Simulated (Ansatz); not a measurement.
## Cs on Ta(110): change of the work function: cost of one run

Ansatz 0.2.0; plane-wave DFT, PBE, Ansatz PAW. The cell holds 17 atoms.

Input file input.yaml:

```yaml
crystal:
  lattice:
    - [4.6810468914, -3.31, 0.0]
    - [4.6810468914, 3.31, 0.0]
    - [0.0, 0.0, 28.8888495657]
  atoms:
    - { symbol: Ta, position: [0.0, 0.0, 0.3115388856] }
    - { symbol: Ta, position: [0.25, 0.25, 0.3925571152] }
    - { symbol: Ta, position: [0.0, 0.0, 0.47365836] }
[... 8 atom lines left out ...]
    - { symbol: Ta, position: [0.75, 0.25, 0.5515206494] }
    - { symbol: Ta, position: [0.5, 0.5, 0.3115388856] }
    - { symbol: Ta, position: [0.75, 0.75, 0.3925571152] }
    - { symbol: Ta, position: [0.5, 0.5, 0.47365836] }
    - { symbol: Ta, position: [0.75, 0.75, 0.5515206494] }
    - { symbol: Cs, position: [0.42, 0.42, 0.6884611144] }
kpoints:
  mp_grid: { grid: [6, 6, 1] }
hamiltonian:
  xc: pbe
scf:
  occupations: { method: fermi_dirac, width: 0.1 }
  convergence: { dr2_threshold: 1.0e-08 }
efield:
  axis: 3
  dipole_correction: true
  ramp_position: 0.97
  ramp_width: 0.06
relax:
  f_tol: 0.02
  max_steps: 60
  constraints: [{ sites: [0, 1, 4, 5, 8, 9, 12, 13] }]
output:
  dos: { projected: true, e_range: [-8, 4] }
  write_potential: true
  write_density: true
  volumetric_format: npy
  elf: true
```

The run is started by

```
> ansatz run input.yaml --threads 4 --pin off --max-ram 16384MiB --backend cpu --events-out ev --progress --plain --runs-dir out
```

The cutoff in use is 420 eV. For reference, a run of the same kind (37 atoms, 7 k-points, 287 bands and 39,475 plane waves; 110 SCF cycles) took 39 min and 10 GiB on the same hardware.

What time and memory should one allow on 4 threads of Arm Neoverse V1, shared host?

A cutoff of 420 eV is a sphere of radius 10.5 Å⁻¹, so a cell of 895 Å³ holds about V·G³/6π² = 17,496 plane waves. At two electrons a band, the 217 electrons need 109 bands, and 22 more are carried. Symmetry cuts the 6×6×1 mesh from 36 to 13 points. The run has 13 k-points, 131 bands and 17,553 plane waves. Taking the work of a cycle as k-points × spins × bands × plane waves, that is 0.38 times the reference, or 15 min at the reference's 110 cycles. The run needed 132 SCF cycles over 16 ionic steps, which makes it about 18 min. One copy of the wavefunctions takes 0.45 GiB at 16 bytes a coefficient, against 1.2 GiB in the reference; grids, projectors and work arrays come on top. Measured: about 13 min, with a peak of 3.2 GiB. The run was quicker than this simple count says.

[Logs are printed without paths, hosts, clocks, repeated set-up lines and the standing remarks that a program may print on its own settings, such as how far it seeks lower states.]

[Hosts, paths, dates, database ids (printed as entryN), source tags and the programs' standing remarks are cut or masked in the printed files.]

[Maps of the electrostatic potential energy from Ansatz leave out the sawtooth potential of an applied field or a dipole correction, so their vacuum need not be flat; planar profiles and work functions include it.]
